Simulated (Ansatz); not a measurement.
# La on Nb(110): change of the work function, part 3 of 3

Wanted: Δφ(θ) for La/Nb(110), starting from the hollow site.

Ansatz 0.2.0; plane-wave DFT, PBE, Ansatz PAW.

So far, work function, upper face (eV): step 2 (the clean slab) 4.49; step 3 (37 atoms, coverage 0.111 ML, cell 3x3) 2.97.

**4. Adsorbate added, k-mesh 6×6×1, coverage 0.25 ML**

System of this step: La/Nb(110). The cell holds 17 atoms: 16 Nb and 1 La. Cell: a = 5.716 Å, b = 5.716 Å, c = 28.423 Å, α = 90.0°, β = 90.0°, γ = 70.5°. Vacuum lies along c.

Another coverage, to see how the dipoles act on each other as their distance changes.

Input file input.yaml:

```yaml
crystal:
  lattice:
    - [4.6669047558, -3.3, 0.0]
    - [4.6669047558, 3.3, 0.0]
    - [0.0, 0.0, 28.4229124645]
  atoms:
    - { symbol: Nb, position: [0.0, 0.0, 0.3166459458] }
    - { symbol: Nb, position: [0.25, 0.25, 0.3987435275] }
    - { symbol: Nb, position: [0.0, 0.0, 0.481867557] }
    - { symbol: Nb, position: [0.25, 0.25, 0.5610482843] }
    - { symbol: Nb, position: [0.0, 0.5, 0.3166459458] }
    - { symbol: Nb, position: [0.25, 0.75, 0.3987435275] }
    - { symbol: Nb, position: [0.0, 0.5, 0.481867557] }
    - { symbol: Nb, position: [0.25, 0.75, 0.5610482843] }
    - { symbol: Nb, position: [0.5, 0.0, 0.3166459458] }
    - { symbol: Nb, position: [0.75, 0.25, 0.3987435275] }
    - { symbol: Nb, position: [0.5, 0.0, 0.481867557] }
    - { symbol: Nb, position: [0.75, 0.25, 0.5610482843] }
    - { symbol: Nb, position: [0.5, 0.5, 0.3166459458] }
    - { symbol: Nb, position: [0.75, 0.75, 0.3987435275] }
    - { symbol: Nb, position: [0.5, 0.5, 0.481867557] }
    - { symbol: Nb, position: [0.75, 0.75, 0.5610482843] }
    - { symbol: La, position: [0.42, 0.42, 0.6833540542] }
kpoints:
  mp_grid: { grid: [6, 6, 1] }
hamiltonian:
  xc: pbe
scf:
  occupations: { method: fermi_dirac, width: 0.1 }
  convergence: { dr2_threshold: 1.0e-08 }
efield:
  axis: 3
  dipole_correction: true
  ramp_position: 0.97
  ramp_width: 0.06
relax:
  f_tol: 0.02
  max_steps: 60
  constraints: [{ sites: [0, 1, 4, 5, 8, 9, 12, 13] }]
output:
  dos: { projected: true, e_range: [-8, 4] }
  write_potential: true
  write_density: true
  volumetric_format: npy
  elf: true
```

Started as:

```
$ ansatz run input.yaml --threads 4 --pin off --max-ram 16384MiB --backend cpu --events-out ev --progress --plain --runs-dir out
```

Numbers of over 12 decimals in the logs are rounded to 6 here.

Output:

```text
La: projections on atomic orbitals take those of the free atom [Kr 4d10] 4f0 5s2 5p6 5d1 6s2, of charge +0.00 (hamiltonian.pseudopotentials.projection_atoms); the dataset's partial waves leave at most 1.9e-5 of an orbital's norm unspanned inside its sphere
[...]
Crystal: 17 atoms, lattice volume = 875.470 Å³
Basis set: ecut = 420 eV, 17115 PW (Γ), exchange–correlation on 80×80×384 points (8 copies of the dense FFT grid, shifted against one another)
Bands: 132, of which v1, the nominal top of the filled ones, is band 110 counted from 1 (109 counted from 0)
Symmetry: 2 space group operations
[...]
k-points: 13 of 36 (time reversal used)
[...]
SCF iter   1: F=—  HF=-79078.555759 eV  |F-HF|=—  |Δ(HF+E_count)|=         —  Δρ=1.24e-2  dr2=2.64e1  ethr=1.77e-3  p=0.501 e·Å  D=1.04e-1 V/Å  ΔV_dip=-2.94 eV  dr2_dipole=1.81e1  V_vac-E_F(+/−)=2.04/4.98 eV  ⟨swp⟩=11.8  Hψ=8493  notcnv=0  defer=3
[...]
SCF iter  14: F=-79077.932668 eV  HF=-79077.932668 eV  |F-HF|=2.72e-9  |Δ(HF+E_count)|=   2.90e-9  Δρ=2.65e-7  dr2=2.41e-9  ethr=4.57e-12  p=0.310 e·Å  D=6.41e-2 V/Å  ΔV_dip=-1.82 eV  dr2_dipole=5.51e-10  V_vac-E_F(+/−)=2.70/4.52 eV  ⟨swp⟩=19.2  Hψ=13594  notcnv=0
SCF 1 converged in 14 iterations: F = -79077.932668 eV  dr2 = 2.41e-9
[...]
relax step   1: F+E_penalty+E_count = -79077.93266838 eV  Δ(F+E_penalty+E_count) = +0.000e0 eV  max|allowed force component| = 1.798e0 eV/Å  Δτ_max = 0.0000 Å  (14 SCF iters, accepted)
[...]
SCF iter  11: F=-79078.388756 eV  HF=-79078.388756 eV  |F-HF|=1.57e-9  |Δ(HF+E_count)|=   6.98e-9  Δρ=4.38e-7  dr2=5.62e-9  ethr=1.09e-12  p=0.331 e·Å  D=6.84e-2 V/Å  ΔV_dip=-1.94 eV  dr2_dipole=7.45e-12  V_vac-E_F(+/−)=2.57/4.52 eV  ⟨swp⟩=13.5  Hψ=13127  notcnv=0
SCF 2 converged in 11 iterations: F = -79078.388756 eV  dr2 = 5.62e-9
relax step   2: F+E_penalty+E_count = -79078.38875633 eV  Δ(F+E_penalty+E_count) = -4.561e-1 eV  max|allowed force component| = 1.880e0 eV/Å  Δτ_max = 0.1948 Å  (11 SCF iters, accepted)
[...]
SCF iter  12: F=-79078.807608 eV  HF=-79078.807608 eV  |F-HF|=3.36e-9  |Δ(HF+E_count)|=   4.98e-9  Δρ=2.98e-7  dr2=5.80e-9  ethr=1.00e-12  p=0.352 e·Å  D=7.28e-2 V/Å  ΔV_dip=-2.07 eV  dr2_dipole=1.13e-10  V_vac-E_F(+/−)=2.45/4.52 eV  ⟨swp⟩=7.8  Hψ=10784  notcnv=0
SCF 3 converged in 12 iterations: F = -79078.807608 eV  dr2 = 5.80e-9
relax step   3: F+E_penalty+E_count = -79078.80760774 eV  Δ(F+E_penalty+E_count) = -4.189e-1 eV  max|allowed force component| = 1.759e0 eV/Å  Δτ_max = 0.1950 Å  (12 SCF iters, accepted)
[... from here on, the SCF cycles and remarks between the steps are left out ...]
relax step   4: F+E_penalty+E_count = -79079.14762452 eV  Δ(F+E_penalty+E_count) = -3.400e-1 eV  max|allowed force component| = 1.333e0 eV/Å  Δτ_max = 0.1958 Å  (11 SCF iters, accepted)
relax step   5: F+E_penalty+E_count = -79079.34608142 eV  Δ(F+E_penalty+E_count) = -1.985e-1 eV  max|allowed force component| = 5.705e-1 eV/Å  Δτ_max = 0.1949 Å  (10 SCF iters, accepted)
relax step   6: F+E_penalty+E_count = -79079.41841600 eV  Δ(F+E_penalty+E_count) = -7.233e-2 eV  max|allowed force component| = 2.138e-1 eV/Å  Δτ_max = 0.2000 Å  (10 SCF iters, accepted)
relax step   7: F+E_penalty+E_count = -79079.43608316 eV  Δ(F+E_penalty+E_count) = -1.767e-2 eV  max|allowed force component| = 1.079e-1 eV/Å  Δτ_max = 0.2000 Å  (10 SCF iters, accepted)
relax step   8: F+E_penalty+E_count = -79079.44033011 eV  Δ(F+E_penalty+E_count) = -4.247e-3 eV  max|allowed force component| = 4.923e-2 eV/Å  Δτ_max = 0.0857 Å  (9 SCF iters, accepted)
relax step   9: F+E_penalty+E_count = -79079.44883781 eV  Δ(F+E_penalty+E_count) = -8.508e-3 eV  max|allowed force component| = 2.657e-2 eV/Å  Δτ_max = 0.2000 Å  (10 SCF iters, accepted)
relax step  10: F+E_penalty+E_count = -79079.45216432 eV  Δ(F+E_penalty+E_count) = -3.327e-3 eV  max|allowed force component| = 2.782e-2 eV/Å  Δτ_max = 0.1958 Å  (10 SCF iters, accepted)
SCF iter   1: F=—  HF=-79079.452658 eV  |F-HF|=—  |Δ(HF+E_count)|=         —  Δρ=4.24e-4  dr2=3.95e-3  ethr=1.09e-5  p=0.361 e·Å  D=7.47e-2 V/Å  ΔV_dip=-2.12 eV  dr2_dipole=4.24e-4  V_vac-E_F(+/−)=2.40/4.52 eV  ⟨swp⟩=2.0  Hψ=2862  notcnv=0
[...]
SCF iter   7: F=-79079.452283 eV  HF=-79079.452283 eV  |F-HF|=2.36e-9  |Δ(HF+E_count)|=   4.72e-8  Δρ=6.87e-7  dr2=9.82e-9  ethr=4.57e-12  p=0.361 e·Å  D=7.46e-2 V/Å  ΔV_dip=-2.12 eV  dr2_dipole=1.60e-9  V_vac-E_F(+/−)=2.40/4.52 eV  ⟨swp⟩=13.0  Hψ=13868  notcnv=0
SCF 11 converged in 7 iterations: F = -79079.452283 eV  dr2 = 9.82e-9
relax step  11: F+E_penalty+E_count = -79079.45228321 eV  Δ(F+E_penalty+E_count) = -1.189e-4 eV  max|allowed force component| = 1.741e-2 eV/Å  Δτ_max = 0.0091 Å  (7 SCF iters, accepted)
[...]
SCF converged after 7 iterations
Free energy (F): -79079.452283 eV
[...]
Internal energy: -79078.718481 eV  (E = F + TS)
E sigma→0 (E₀):  -79079.085382 eV
Entropy (-TS):   -0.733803 eV (-43.165 meV/atom)
Fermi energy:    4.333706 eV
Dipole field:    D = 0.074670 V/Å  (p = 0.361267 e·Å, saw-weighted, corrected)
Work function:   Φ+ = 2.3958 eV   Φ− = 4.5182 eV
[...]
--- Forces (eV/Å), atoms counted from 1 ---
  atom   1  Nb     0.00009078     0.00000000     0.31545236
  atom   2  Nb    -0.06278901     0.00000000    -0.36625605
  atom   3  Nb     0.00547087     0.00000000     0.01158774
  atom   4  Nb    -0.00084889     0.00000000    -0.01741358
  atom   5  Nb    -0.00000349     0.00005969     0.35793160
  atom   6  Nb     0.00014173    -0.02778440    -0.30750441
  atom   7  Nb     0.00447230     0.00183338     0.00671032
  atom   8  Nb    -0.00553175     0.00708137    -0.01151185
  atom   9  Nb    -0.00000349    -0.00005969     0.35793160
  atom  10  Nb     0.00014173     0.02778440    -0.30750441
  atom  11  Nb     0.00447230    -0.00183338     0.00671032
  atom  12  Nb    -0.00553175    -0.00708137    -0.01151185
  atom  13  Nb    -0.00017564     0.00000000     0.32684164
  atom  14  Nb     0.06334770     0.00000000    -0.36635967
  atom  15  Nb    -0.00151063     0.00000000    -0.00159093
  atom  16  Nb    -0.00503236     0.00000000     0.00033923
  atom  17  La     0.00328847     0.00000000     0.00609406
  max |Σ_I F_I| component: 5.39e-5 eV/Å
--- Band table (eV; the first three rows and the last of 13) ---
  k-point 0: bands = [... 106 lower, 4.3999, 4.4814, 4.6452, 4.8251, 4.9803, 5.1497, 5.1723, 5.2567, ... 18 higher]
  k-point 1: bands = [... 106 lower, 4.3153, 4.3894, 4.5714, 4.7361, 4.8902, 4.9751, 4.9836, 5.1094, ... 18 higher]
  k-point 2: bands = [... 106 lower, 4.0162, 4.0932, 4.1744, 4.3841, 4.5117, 4.5717, 4.6229, 4.6321, ... 18 higher]
  k-point 12: bands = [... 106 lower, 4.2490, 4.2629, 4.3784, 4.4156, 4.4791, 4.4941, 4.4957, 4.5205, ... 18 higher]
--- Relaxed structure (11 steps of the walk, 11 accepted, 0 SCFs on fresh bases) ---
  F+E_penalty+E_count = -79079.45228321 eV   max|allowed force component| = 1.741e-2 eV/Å
  atoms:
    - { symbol: Nb, position: [0.0, 0.0, 0.316646] }
    - { symbol: Nb, position: [0.25, 0.25, 0.3987435275] }
    - { symbol: Nb, position: [-2.3367443096313996e-5, -2.3367443096313996e-5, 0.482338] }
    - { symbol: Nb, position: [0.253916, 0.253916, 0.563690] }
    - { symbol: Nb, position: [0.0, 0.5, 0.316646] }
    - { symbol: Nb, position: [0.25, 0.75, 0.3987435275] }
    - { symbol: Nb, position: [7.032928974581854e-5, 0.499952, 0.481656] }
    - { symbol: Nb, position: [0.249029, 0.751404, 0.561024] }
    - { symbol: Nb, position: [0.5, 0.0, 0.316646] }
    - { symbol: Nb, position: [0.75, 0.25, 0.3987435275] }
    - { symbol: Nb, position: [0.499952, 7.032928974581854e-5, 0.481656] }
    - { symbol: Nb, position: [0.751404, 0.249029, 0.561024] }
    - { symbol: Nb, position: [0.5, 0.5, 0.316646] }
    - { symbol: Nb, position: [0.75, 0.75, 0.3987435275] }
    - { symbol: Nb, position: [0.500077, 0.500077, 0.480770] }
    - { symbol: Nb, position: [0.746431, 0.746431, 0.563625] }
    - { symbol: La, position: [0.499636, 0.499636, 0.647503] }
```

Run time: 11 min. Hardware: 4 threads of Arm Neoverse V1, shared host; peak memory 3.2 GiB; 44 min of CPU time.

Relaxation path:

```csv
step,energy less that of the first step (eV),largest force component (eV/Å)
1,0.0000,1.7976
2,-0.4561,1.8800
3,-0.8749,1.7591
4,-1.2150,1.3330
5,-1.4134,0.5705
6,-1.4857,0.2138
7,-1.5034,0.1079
8,-1.5077,0.0492
9,-1.5162,0.0266
10,-1.5195,0.0278
11,-1.5196,0.0174
```

Forces are held to the 2 operations that the run works with; a distortion that breaks them can't arise in this run.

The atoms that moved most (Å):

```csv
atom,dx,dy,dz,length
La17,0.743,0.000,-1.019,1.261
Nb4,0.037,0.000,0.075,0.084
Nb16,-0.033,0.000,0.073,0.080
Nb15,0.001,0.000,-0.031,0.031
Nb3,0.000,0.000,0.013,0.013
Nb8,0.002,0.008,-0.001,0.008
Nb12,0.002,-0.008,-0.001,0.008
Nb11,0.000,0.000,-0.006,0.006
```

The relaxed structure:

```
Nb La
1.0
     4.66690   -3.30000    0.00000
     4.66690    3.30000    0.00000
     0.00000    0.00000   28.42291
Nb La
16 1
Direct
  0.00000 0.00000 0.31665
  0.25000 0.25000 0.39874
  0.99998 0.99998 0.48234
  0.25392 0.25392 0.56369
  0.00000 0.50000 0.31665
  0.25000 0.75000 0.39874
  0.00007 0.49995 0.48166
  0.24903 0.75140 0.56102
  0.50000 0.00000 0.31665
  0.75000 0.25000 0.39874
  0.49995 0.00007 0.48166
  0.75140 0.24903 0.56102
  0.50000 0.50000 0.31665
  0.75000 0.75000 0.39874
  0.50008 0.50008 0.48077
  0.74643 0.74643 0.56362
  0.49964 0.49964 0.64750
```

Numbers from this step:

```yaml
energy_at_zero_smearing: -79079.0854 eV
work_function_upper_face: 2.396 eV
work_function_lower_face: 4.518 eV
dipole_along_the_normal: 0.3613 e·Å
step_between_the_vacuum_levels: -2.122 eV
```

Running mean over 2.333 Å of the planar mean; the ramp of the sawtooth is left out. Electron's electrostatic potential energy less the Fermi level against z:

```csv
z (Å),electron's electrostatic potential energy less the Fermi level (eV)
3.5,4.52
4.0,4.52
4.5,4.51
5.0,4.50
5.5,4.46
6.0,4.33
6.5,3.94
7.0,2.77
7.5,-0.560
8.0,-5.90
8.5,-9.87
9.0,-11.0
9.5,-11.1
10.0,-11.0
10.5,-10.9
11.0,-10.9
11.5,-10.9
12.0,-10.8
12.5,-10.7
13.0,-10.8
13.5,-11.0
14.0,-11.1
14.5,-11.3
15.0,-11.4
15.5,-11.2
16.0,-11.0
16.5,-10.1
17.0,-7.24
17.5,-3.54
18.0,-1.81
18.5,-1.53
19.0,-1.14
19.5,-0.184
20.0,0.963
20.5,1.80
21.0,2.15
21.5,2.29
22.0,2.35
22.5,2.38
23.0,2.39
23.5,2.39
24.0,2.39
24.5,2.40
25.0,2.40
```

The density of states has structure finer than the step of the table below, so its rows give means over 0.25 eV, whole bins alone (the curve runs from -8 to 1.17 eV). Peaks (eV: height): -1.620: 41.3, -1.560: 46.9, -1.470: 56.0, -1.350: 42.5, -1.290: 39.8, -0.450: 37.1, -0.210: 32.8.

Density of states against energy, zero at the Fermi level; means over each step:

energy (eV), density of states (states/eV a cell) and a bar:
```
    -5.75        0.0 
    -5.50        0.4 
    -5.25        0.9 #
    -5.00        1.0 #
    -4.75        1.1 #
    -4.50        1.8 #
    -4.25        2.7 ##
    -4.00        3.0 ##
    -3.75        2.9 ##
    -3.50       10.3 #########
    -3.25       17.7 ###############
    -3.00       15.4 #############
    -2.75       23.9 ####################
    -2.50       24.7 #####################
    -2.25       18.7 ###############
    -2.00       14.1 ############
    -1.75       10.8 #########
    -1.50       36.2 ##############################
    -1.25       33.3 ############################
    -1.00       23.4 ###################
    -0.75       20.3 #################
    -0.50       33.1 ###########################
    -0.25       27.5 #######################
     0.00       22.8 ###################
     0.25       19.6 ################
     0.50       17.6 ###############
     0.75       17.7 ###############
     1.00       15.9 #############
```

Projected DOS per atom over height of the atomic layer and energy from the Fermi level. Layers: Nb4 Nb4 Nb4 Nb4 La from below.

Ten even steps from '0' (0.00 states/eV) to '9' (4.97 states/eV), each cell a mean:
```
11119
21117
21124
32233
32232
32233
33332
11110
22220
22220
12210
00000
00000
00000
00000
00000
00000
00000
00000
00000
00000
00000
```
Columns: height of the atomic layer (Å) from 9 to 18.4; rows upwards: energy from the Fermi level (eV) from -7.96 to 1.15.

ELF in the ca plane at fractional y = 0.500, with atoms of Nb and La within 0.2 Å of it. It is the smooth field of the valence electrons, not physical close to the nuclei.

Ten even steps from '0' (0.00) to '9' (0.83), each cell a mean:
```
78445434425867833543345665321110000000000000
85244333432687524433346653111110000000000000
33354333453233235433346531000011100000000000
34554333455323355433455322221111111000000000
33354333443333235433454468874211211100000000
85245334433687424433443699998422221100000000
78445434425867833444433873389632222100000000
68445444426846843544434861189632222100000000
86345434424888623433443786799522222100000000
53344333442465324433454589996322221100000000
33454333454322345433455335543111111000000000
33454333454322345433356421110111110000000000
53344333442465324433346642100011000000000000
87345434433888733543345654211110000000000000
58445444425845843554345665432110000000000000
```
Columns run along c (16.0 Å, from fractional 0.32 to 0.89 of the cell), rows up along a (5.7 Å). Atoms in or near the plane, at fractional coordinates: Nb at (0.48, 0.00), Nb at (0.48, 0.50), La at (0.65, 0.50).

Valence density in the ca plane at fractional y = 0.500, with atoms of Nb and La within 0.2 Å of it. It is the smooth field of the valence electrons, not physical close to the nuclei.

Ten steps, logarithmic in the rise over the least value, from '0' (0.0 e/Å³) to '9' (5.0 e/Å³), each cell a mean:
```
98643333346999854333322111000000000000000000
86433333335788643333332211000000000000000000
54333443333455433344332211110000000000000000
43333444333344333344433223221000000000000000
54333443334455433344433455543100000000000000
86433333335788643333334567765310000000000000
98643333346999853333334677776310000000000000
98643333347999854333334677776410000000000000
97543333346899753333334677775310000000000000
65433333334676543344333466654210000000000000
44333443333444333344433334432100000000000000
44333443333444433344433222111000000000000000
65433333334676543344332211100000000000000000
97543333345899753333322111000000000000000000
99643333346999964333322111000000000000000000
```
Columns run along c (16.0 Å, from fractional 0.32 to 0.89 of the cell), rows up along a (5.7 Å). Atoms in or near the plane, at fractional coordinates: Nb at (0.48, 0.00), Nb at (0.48, 0.50), La at (0.65, 0.50).

Electrostatic potential energy in the ca plane at fractional y = 0.500, with atoms of Nb and La within 0.2 Å of it. With pseudopotentials it is smooth inside the atoms' cores, unlike the true potential.

Ten even steps from '0' (-58 eV) to '9' (8 eV), each cell a mean:
```
02799999986000279999999999999999999999999999
35899999998423589999999999999999999999999999
78999999999877899999999999999999999999999999
99999999999989999999999998899999999999999999
78999999999877899999999876678999999999999999
25899999997423689999998742247899999999999999
02799999985000279999998524326899999999999999
01699999985000279999998425525899999999999999
03799999996201489999998632236899999999999999
57999999998655799999999864468999999999999999
89999999999988999999999988889999999999999999
89999999999988999999999999999999999999999999
57999999998755799999999999999999999999999999
03799999997200379999999999999999999999999999
01699999985000169999999999999999999999999999
```
Columns run along c (16.0 Å, from fractional 0.32 to 0.89 of the cell; values clipped at the 3rd and 97th percentile), rows up along a (5.7 Å). Atoms in or near the plane, at fractional coordinates: Nb at (0.48, 0.00), Nb at (0.48, 0.50), La at (0.65, 0.50).

The relaxation took 11 steps and lowered the energy by 1.5 eV; the largest force on the free atoms ends at 0.017 eV/Å.

By hand: a sheet of dipoles makes a step −p/(ε₀A) in the electron's potential. With e/ε₀ = 180.95 V·Å, p = 0.3613 e·Å and A = 30.80 Å², that is −180.95 × (0.3613) / 30.80 = -2.122 eV, and the two vacuum levels of the run differ by -2.122 eV.

The covered face has 2.40 eV, -2.10 eV against the clean one; the bare back face has moved by -0.01 eV, a measure of how thin the slab is.

**5. Work function against coverage**

This step: plane-wave DFT, PBE, Ansatz PAW; work function against coverage (Ansatz 0.2.0).

The runs are now put side by side.

Numbers from this step:

```
work function of the clean face     : 4.492 eV
largest change of the work function : -2.097 eV
```

Work function of the covered face against coverage:

```csv
coverage (adsorbates/nm²),work function of the covered face (eV)
0.00,4.49
1.44,2.97
3.25,2.40
```

The dipole per adsorbate comes from the change of the cell's dipole. Coverage, by row:

```csv
coverage (1/nm²),coverage (ML),work function (eV),change (eV),"dipole per adsorbate, positive end outwards (debye)",mean height of the added atoms over the highest substrate atom (Å)
1.443,0.1111,2.966,-1.526,2.807,2.337
3.247,0.25,2.396,-2.097,1.706,2.382
```

**6. What came out**

| Quantity | Value |
| --- | --- |
| work function of the clean face | 4.49 eV |
| work function at 0.11 ML | 2.97 eV |
| work function at 0.25 ML | 2.40 eV |
| dipole per adsorbate at 0.11 ML, positive end outwards | 2.81 D |

La lowers the work function of Nb(110) at the lowest coverage, by 1.53 eV: the adsorbate layer has its positive end outwards. The slab has 4 layers, at the tabulated experimental lattice constant, one starting site was run, and quantum-size effects of a slab this thin can reach one or two tenths of an eV. The main runs have no spin polarisation; a magnetic state could lie lower and would change these results.

[Logs are printed without paths, hosts, clocks, repeated set-up lines and the standing remarks that a program may print on its own settings, such as how far it seeks lower states.]

[Hosts, paths, dates, database ids (printed as entryN), source tags and the programs' standing remarks are cut or masked in the printed files.]

[Maps of the electrostatic potential energy from Ansatz leave out the sawtooth potential of an applied field or a dipole correction, so their vacuum need not be flat; planar profiles and work functions include it.]

[The density of states shown here was stored with 400 of the rows of the run's finer table, so its peaks can read low, often by over a quarter, or be missed, and its means over a window can be off by a tenth or more.]
